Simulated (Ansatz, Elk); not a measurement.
# Bonding as seen by X-rays: CuWN2

Structure refinements treat a crystal as free atoms side by side. For a made-up structure of CuWN2 (cell and positions from a PBEsol relaxation) the runs below show what the calculated density changes in F(hkl).

Method: DFT, PBE, all-electron APW+lo, Dirac cores, scalar-relativistic bands, static density, no spin, in Elk 11.2.3 (patched build).

The structure was built from a prototype and need not be the compound's stable phase.

### Step 1. Set-up

It takes space group R-3m (No. 166, trigonal). The conventional cell has a = 2.933 Å, b = 2.933 Å, c = 18.145 Å, α = 90.00°, β = 90.00°, γ = 120.00°. W has 6 N at 2.06 Å nearest. Nearest to Cu lie 2 N at 1.84 Å. Nearest to N lie 1 Cu at 1.84 Å and 3 W at 2.06 Å. Farther neighbours and most contacts between anions are not listed.

As a file:

```cif
data_structure
_symmetry_space_group_name_H-M 'P 1'
_symmetry_Int_Tables_number 1
_cell_length_a 6.2808
_cell_length_b 6.2808
_cell_length_c 6.2808
_cell_angle_alpha 27.004
_cell_angle_beta 27.004
_cell_angle_gamma 27.004
_cell_volume 45.06
loop_
_atom_site_label
_atom_site_type_symbol
_atom_site_fract_x
_atom_site_fract_y
_atom_site_fract_z
_atom_site_occupancy
W1 W 0.50000 0.50000 0.50000 1
Cu2 Cu 0.00000 0.00000 0.00000 1
N3 N 0.89840 0.89840 0.89840 1
N4 N 0.10160 0.10160 0.10160 1
```

### Step 2. Ground state and structure factors

An all-electron density is needed, since X-rays see the cores too. Task 0 finds the density and task 195 Fourier-transforms it; tshift is off so that phases refer to the origin typed.

File elk.in:

```
tasks
  0
  195

xctype
  20

spinpol
  .false.

rgkmax
  7.0

gmaxvr
  14.0

lmaxo
  7

lmaxapw
  8

swidth
  0.002

tshift
  .false.

ramdisk
  .false.

hmaxvr
  5.5

maxscl
  120

epspot
  1e-06

sppath
  './'

avec
  2.77115759779 1.59992858505 11.42948621473
  -2.77115759779 1.59992858505 11.42948621473
  0.00000000000 -3.19985717010 11.42948621473

atoms
  3
  'W.in'
  1
  0.5000000000 0.5000000000 0.5000000000   0.000000 0.000000 0.000000
  'Cu.in'
  1
  0.0000000000 0.0000000000 0.0000000000   0.000000 0.000000 0.000000
  'N.in'
  2
  0.8984046506 0.8984046506 0.8984046506   0.000000 0.000000 0.000000
  0.1015953494 0.1015953494 0.1015953494   0.000000 0.000000 0.000000

ngridk
  9 9 9
```

Run with:

```console
OMP_NUM_THREADS=4 elk
```

Numbers of over 12 decimals in the logs are rounded to 6 here.

Output:

```text
┌─────────────────────────┐
│ Elk code version 11.2.3 │
└─────────────────────────┘

All units are atomic (Hartree, Bohr, etc.)

┌─────────────────────────────────────────────────┐
│ Ground-state run starting from atomic densities │
└─────────────────────────────────────────────────┘

Lattice vectors :
   2.771157598       1.599928585       11.42948621
  -2.771157598       1.599928585       11.42948621
   0.000000000      -3.199857170       11.42948621

Reciprocal lattice vectors :
   1.133675203      0.6545276839      0.1832449038
  -1.133675203      0.6545276839      0.1832449038
  0.9187651726E-17  -1.309055368      0.1832449038

Unit cell volume      :    304.0463411
Brillouin zone volume :   0.8158302861

Muffin-tin inner radius fraction :   0.1000000000E-01

Nuclei treated as point charges

Species : 1 (W)
 parameters loaded from : W.in
 name : tungsten
 nuclear charge    :   -74.00000000
 electronic charge :    74.00000000
 atomic mass :    335119.8193
 muffin-tin radius :    2.344049258
 number of radial points in muffin-tin :   1393
 inner part over the whole radius :   0.9943683968E-02
 number on inner part of muffin-tin    :    995
 approximate nuclear radius :   0.1010025921E-03
 number of mesh points to nuclear radius :    525
 atomic positions (lattice), magnetic fields (Cartesian) :
  1 :   0.50000000  0.50000000  0.50000000    0.00000000  0.00000000  0.00000000

Species : 2 (Cu)
 parameters loaded from : Cu.in
 name : copper
 nuclear charge    :   -29.00000000
 electronic charge :    29.00000000
 atomic mass :    115837.2717
 muffin-tin radius :    2.109226920
 number of radial points in muffin-tin :    993
 inner part over the whole radius :   0.9959188769E-02
 number on inner part of muffin-tin    :    699
 approximate nuclear radius :   0.7406004541E-04
 number of mesh points to nuclear radius :    339
 atomic positions (lattice), magnetic fields (Cartesian) :
  1 :   0.00000000  0.00000000  0.00000000    0.00000000  0.00000000  0.00000000

Species : 3 (N)
 parameters loaded from : N.in
 name : nitrogen
 nuclear charge    :   -7.000000000
 electronic charge :    7.000000000
 atomic mass :    25532.65216
 muffin-tin radius :    1.324321017
 number of radial points in muffin-tin :    593
 inner part over the whole radius :   0.9912199861E-02
 number on inner part of muffin-tin    :    403
 approximate nuclear radius :   0.4939692610E-04
 number of mesh points to nuclear radius :    173
 atomic positions (lattice), magnetic fields (Cartesian) :
  1 :  -0.10159535 -0.10159535 -0.10159535    0.00000000  0.00000000  0.00000000
  2 :   0.10159535  0.10159535  0.10159535    0.00000000  0.00000000  0.00000000

Total number of atoms per unit cell :    4
Total muffin-tin volume :    112.7136528
 ratio of muffin-tin to unit cell volume :   0.3707120841

Spin treatment :
 spin-unpolarised

Number of Bravais lattice symmetries :   12
Number of crystal symmetries         :   12
Crystal has inversion symmetry
Real symmetric eigensolver will be used

k-point grid :      9     9     9
k-point offset :    0.000000000       0.000000000       0.000000000
k-point set is reduced with full crystal symmetry group
Total number of k-points :       85

Muffin-tin radius times maximum |G+k| :    7.000000000
 using average radius
Maximum |G+k| for APW functions       :    3.942596798
Maximum (1/2)|G+k|²                   :    7.772034757
Maximum |G| for potential and density :    14.00000000
Constant for pseudocharge density :    8
 order of it for each species :   15  15  15
 order of it for pair densities of each species (exact exchange by exxq0 0: 16) :   15  14   4
Radial integration step length :    1

G-vector grid sizes :     54    54    54
Number of G-vectors :    14211

Maximum angular momentum used for
 APW functions            :    8
 outer part of muffin-tin :    7
 inner part of muffin-tin :    2

Total nuclear charge    :   -117.0000000
Total core charge       :    62.00000000
Total valence charge    :    55.00000000
[...]
correlation                 :     -6.362761
 electron entropic           :    -0.14691326192636E-02
 total energy                :     -17930.775590450

Density of states at Fermi energy :    111.1348083
 (states/Hartree/unit cell)

Estimated indirect band gap :   0.1984649629E-03
 from k-point 12 to k-point 46
Estimated direct band gap   :   0.2957756529E-02
 at k-point 66

Charges :
 core                        :    62.00000000
 valence                     :    55.00000000
 interstitial                :    8.304649359
 muffin-tins (core leakage)
  species : 1 (W)
   atom 1                    :    71.66089873     (  0.3475468326E-05)
  species : 2 (Cu)
   atom 1                    :    25.58878049     (  0.8610327147E-03)
  species : 3 (N)
[...]
total in muffin-tins        :    108.6953506
 total calculated charge     :    116.9982483
 total charge                :    117.0000000
 error                       :   0.1751670111E-02

RMS change in Kohn-Sham potential (target) :    1.484456822     (  0.1000000000E-05)
Absolute change in total energy (target)   :   0.8001178133     (  0.1000000000E-03)

[... loops 3 to 19 left out ...]

┌──────────────────┐
│ Loop number : 20 │
└──────────────────┘

Energies :
 Fermi                       :     0.367758
 sum of occupied eigenvalues :     -10900.611065379
 electron kinetic            :      20007.079097199
 core electron kinetic       :      19160.897775491
 Coulomb                     :     -37530.987715335
 Coulomb potential           :     -30376.363144585
 nuclear-nuclear             :     -1534.0381882744
 electron-nuclear            :     -41648.747569234
 Hartree                     :      5651.7980421731
 Madelung                    :     -22342.806143043
 xc potential                :     -531.32701799257
 exchange                    :     -400.36956787377
 correlation                 :     -6.394920
 electron entropic           :    -0.63639094751162E-03
 total energy                :     -17930.673742711

Density of states at Fermi energy :    47.52589709
 (states/Hartree/unit cell)

Estimated indirect band gap :   0.5010082725E-03
 from k-point 82 to k-point 58
Estimated direct band gap   :   0.1417264115E-01
 at k-point 26

Charges :
 core                        :    62.00000000
 valence                     :    55.00000000
 interstitial                :    7.734051956
 muffin-tins (core leakage)
  species : 1 (W)
[...]
species : 2 (Cu)
[...]
species : 3 (N)
[...]
total in muffin-tins        :    109.2659480
 total calculated charge     :    116.9986350
 total charge                :    117.0000000
 error                       :   0.1364992419E-02

RMS change in Kohn-Sham potential (target) :   0.5545279206E-06 (  0.1000000000E-05)
Absolute change in total energy (target)   :   0.5183337635E-05 (  0.1000000000E-03)

Convergence targets achieved

┌──────────────────┐
│ Loop number : 21 │
└──────────────────┘

Energies :
 Fermi                       :     0.367758
 sum of occupied eigenvalues :     -10900.611067761
 electron kinetic            :      20007.079105893
 core electron kinetic       :      19160.897780328
 Coulomb                     :     -37530.987723441
 Coulomb potential           :     -30376.363150039
 nuclear-nuclear             :     -1534.0381882744
 electron-nuclear            :     -41648.747579999
 Hartree                     :      5651.7980448332
 Madelung                    :     -22342.806148421
 xc potential                :     -531.32702361496
 exchange                    :     -400.36956813767
 correlation                 :     -6.394920
 electron entropic           :    -0.63639125033122E-03
 total energy                :     -17930.673742390

Density of states at Fermi energy :    47.52590882
 (states/Hartree/unit cell)

Estimated indirect band gap :   0.5010210753E-03
 from k-point 82 to k-point 58
Estimated direct band gap   :   0.1417262973E-01
 at k-point 26

Charges :
 core                        :    62.00000000
 valence                     :    55.00000000
 interstitial                :    7.734051880
 muffin-tins (core leakage)
  species : 1 (W)
[...]
species : 2 (Cu)
   atom 1                    :    27.65376082     (  0.7945356944E-03)
  species : 3 (N)
   atom 1                    :    5.023059846     (  0.2669501845E-04)
   atom 2                    :    5.023059846     (  0.2669501845E-04)
 total in muffin-tins        :    109.2659481
 total calculated charge     :    116.9986350
 total charge                :    117.0000000
 error                       :   0.1364992820E-02

┌──────────────────────────────┐
│ Self-consistent loop stopped │
└──────────────────────────────┘

Warning : core states of species 2 leak from the muffin-tin :   0.7945356944E-03

Wrote STATE.OUT
```

Run time: 1.8 min. Hardware: 4 threads of Intel Xeon Platinum 8259CL at 2.50GHz (Skylake/Cascade Lake), shared host; peak memory 0.2 GiB.

SFACRHO.OUT:

```text

h k l indices transformed by vhmat matrix:
   1.000000000       0.000000000       0.000000000    
   0.000000000       1.000000000       0.000000000    
   0.000000000       0.000000000       1.000000000    

      h      k      l  multipl.   |H|            Re(F)            Im(F)           |F|

      0      0      0      1   0.0000000       117.00000      0.38567809E-15   117.00000    
     -1     -1     -1      2  0.54973471      -47.797690     -0.13924319E-12   47.797690    
     -2     -2     -2      2   1.0994694       81.137717      0.27901382E-12   81.137717    
      1      0      0      6   1.3218187      -31.381240      0.36393106E-13   31.381240    
      1      1      0      6   1.3593898       87.822455     -0.70149031E-13   87.822455    
     -2     -1     -1      6   1.5002950       75.446414      0.14240781E-12   75.446414    
      1      2      2      6   1.5978402      -46.016838      0.13238652E-12   46.016838    
      3      3      3      2   1.6492041      -30.434479      0.49130694E-12   30.434479    
      2      3      2      6   1.8327526      -38.247415      0.24842251E-12   38.247415    
     -3     -3     -2      6   1.9653657       78.168757      0.24789507E-12   78.168757    
     -4     -4     -4      2   2.1989388       73.086612      0.45280409E-12   73.086612    
     -3     -4     -3      6   2.2519981       77.000798      0.23543439E-12   77.000798    
      0     -1      1      6   2.2673504       76.729073      0.22565318E-15   76.729073    
      0     -1     -2     12   2.3330422      -36.112544     -0.11076163E-12   36.112544    
     -4     -3     -4      6   2.4034658      -29.978887     -0.26661906E-12   29.978887    
      1      3      2     12   2.5198633       63.617617     -0.22363300E-12   63.617617    
     -1     -1      1      6   2.6245157      -29.078576     -0.30327589E-13   29.078576    
     -2      0      0      6   2.6436374       67.178724      0.54325942E-13   67.178724
```

Elk indexes on the primitive cell of elk.in and gives |H| = 4π sin θ/λ in inverse bohr. Below, one row stands for each form hkl of the conventional cell (m members, Friedel mates merged), F is for one primitive cell and the density is static (no thermal factor). Free-atom factors are Waasmaier and Kirfel's, and R is Σm||F|−|F'||/Σm|F|. Elk warned that it couldn't find a linearisation energy, which lowers the accuracy of some states in this run and its variants.

| hkl | m | sin θ/λ (Å⁻¹) | abs F, DFT | neutral atoms | diff. |
| --- | --- | --- | --- | --- | --- |
| 003 | 2 | 0.083 | 47.798 | 47.682 | +0.116 |
| 006 | 2 | 0.165 | 81.138 | 81.896 | -0.758 |
| 101 | 6 | 0.199 | 31.381 | 31.639 | -0.258 |
| 012 | 6 | 0.204 | 87.823 | 88.153 | -0.330 |
| 104 | 6 | 0.226 | 75.446 | 76.340 | -0.894 |
| 015 | 6 | 0.240 | 46.017 | 45.497 | +0.519 |
| 009 | 2 | 0.248 | 30.434 | 30.738 | -0.303 |
| 107 | 6 | 0.276 | 38.247 | 38.156 | +0.092 |
| 018 | 6 | 0.296 | 78.169 | 78.421 | -0.252 |
| 0 0 12 | 2 | 0.331 | 73.087 | 73.461 | -0.375 |
| 1 0 10 | 6 | 0.339 | 77.001 | 77.207 | -0.206 |
| 110 | 6 | 0.341 | 76.729 | 76.967 | -0.238 |
| 113 | 12 | 0.351 | 36.112 | 35.994 | +0.119 |
| 0 1 11 | 6 | 0.361 | 29.979 | 29.888 | +0.091 |

### Step 3. The highest occupied states alone

An energy window below the Fermi level keeps the highest occupied states, to see at which angles they scatter; shallow core shells can lie inside it and anion s states outside. No new self-consistency is needed.

elk.in: that of step 2 with these lines changed.

```diff
@@ -1,3 +1,2 @@
 tasks
-  0
   195
@@ -40,2 +39,5 @@
 
+wsfac
+  0.000260 0.667760
+
 sppath
```

Run with:

```console
OMP_NUM_THREADS=4 elk
```

Output:

```text
┌─────────────────────────────────┐
│ Elk code version 11.2.3 started │
└─────────────────────────────────┘

Info(readinput): the functional depends on the density's gradient
 muffin-tin radial points multiplied by    2.00000
 (not where nrmtscf is given)

┌────────────────────┐
│ Current task : 195 │
└────────────────────┘
Info(checkmt): changed muffin-tin radius of species 1 (W) from   2.8000 to   2.3440
Info(checkmt): changed muffin-tin radius of species 2 (Cu) from   2.4000 to   2.1092
Info(checkmt): changed muffin-tin radius of species 3 (N) from   1.8000 to   1.3243

Warning(linengy): could not find 1 linearisation energies in s.c. loop 1

Info(sfacrho): density structure factors written to SFACRHO.OUT

 Energy window :   0.2600000000E-03  0.6677600000

┌──────────────────┐
│ Elk code stopped │
└──────────────────┘
```

Wall time 8.1 s (4 threads); peak memory 0.16 GiB.

States within 10 eV below the Fermi level hold 23.00 electrons; any levels below the window count with the cores. Their amplitudes can exceed the total, where window and core parts have opposite phase:

| hkl | sin θ/λ (Å⁻¹) | abs F, window | abs F, all |
| --- | --- | --- | --- |
| 003 | 0.083 | 4.084 | 47.798 |
| 006 | 0.165 | 5.306 | 81.138 |
| 101 | 0.199 | 8.939 | 31.381 |
| 012 | 0.204 | 8.549 | 87.823 |
| 104 | 0.226 | 4.019 | 75.446 |
| 015 | 0.240 | 2.466 | 46.017 |
| 009 | 0.248 | 7.809 | 30.434 |
| 107 | 0.276 | 4.236 | 38.247 |
| 018 | 0.296 | 5.463 | 78.169 |
| 0 0 12 | 0.331 | 4.674 | 73.087 |

[end of part 1 of 2]

[Logs are printed without paths, hosts, clocks, repeated set-up lines and the standing remarks that a program may print on its own settings, such as how far it seeks lower states.]

[Hosts, paths, dates, database ids (printed as entryN), source tags and the programs' standing remarks are cut or masked in the printed files.]
